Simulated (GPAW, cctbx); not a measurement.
## ZnAgCl3: what bonding does to one electron reflection, worked out

ZnAgCl3, R3c (no. 161), a = 6.6153 Å, b = 6.6153 Å, c = 17.1315 Å, α = 90.00°, β = 90.00°, γ = 120.00°.

| atom | mult. | x | y | z |
| --- | --- | --- | --- | --- |
| Ag1 | 6 | 2/3 | 1/3 | 0.1092 |
| Zn1 | 6 | 1/3 | 2/3 | 0.1760 |
| Cl1 | 18 | 0.2862 | 0.3407 | 0.0813 |

The cell comes from substitution in a known structure type and wasn't matched to any measured phase.

A DFT run (GPAW, PBE, 450 eV, 4×4×4 k-points, Fermi–Dirac width 0.05 eV) gives the static X-ray structure factor of 110 as 288.533 e for the conventional cell; superposed free atoms give 290.748 e. **Problem.** Find the Fourier component V of the crystal potential and the two-beam extinction distance at 300 kV in both cases.

**1. Geometry**

The cell volume is Ω = 649.27 Å³ and d(110) = 3.3076 Å, so g = 1/d = 0.3023 Å⁻¹.

**2. The nuclei**

Electrons feel nuclei as well as electrons, so the nuclear charges are summed with the same phases.

Phase sums Σ exp(2πi h·x), turned so that the total is real and positive: Ag +6.000, Zn +6.000, Cl -8.248. Then F_Z = 47 × (+6.000) + 30 × (+6.000) + 17 × (-8.248) = 321.78 e. The electron term has the same sign for this reflection.

**3. Mott–Bethe**

Poisson's equation, term by term, gives V = (e/4πε₀)(F_Z − F)/(πΩg²), with e/4πε₀ = 14.3996 V Å.

The prefactor is 14.3996 × 3.3076²/(π × 649.27) = 0.07723 V per electron. Free atoms: (321.78 − 290.748) × 0.07723 = 2.397 V. Crystal: (321.78 − 288.533) × 0.07723 = 2.568 V. F changes by -0.76 % and V by +7.1 %: the same 2.21 e is measured against F_Z − F = 31.0 e in place of F = 290.7 e.

**4. Extinction distance**

In the two-beam case ξ = 1/(λU) with U = 2γm₀eV/h², that is ξ = 150.41 V Å²/(γλV).

At 300 kV, λ = 0.01969 Å and γ = 1.5871. Free atoms: ξ = 2009 Å. Crystal: ξ = 1875 Å. The thickness fringes go as sin²(πt/ξ), so the two patterns slip by a quarter of a period when t|1/ξ₁ − 1/ξ₀| = 1/4, at t ≈ 703 nm. Thermal motion, absorption and many-beam coupling, left out here, change a real pattern.

**5. Answer**

V(110) is 2.57 V against 2.40 V, and ξ is 1875 against 2009 Å. Limits: static atoms, two beams.
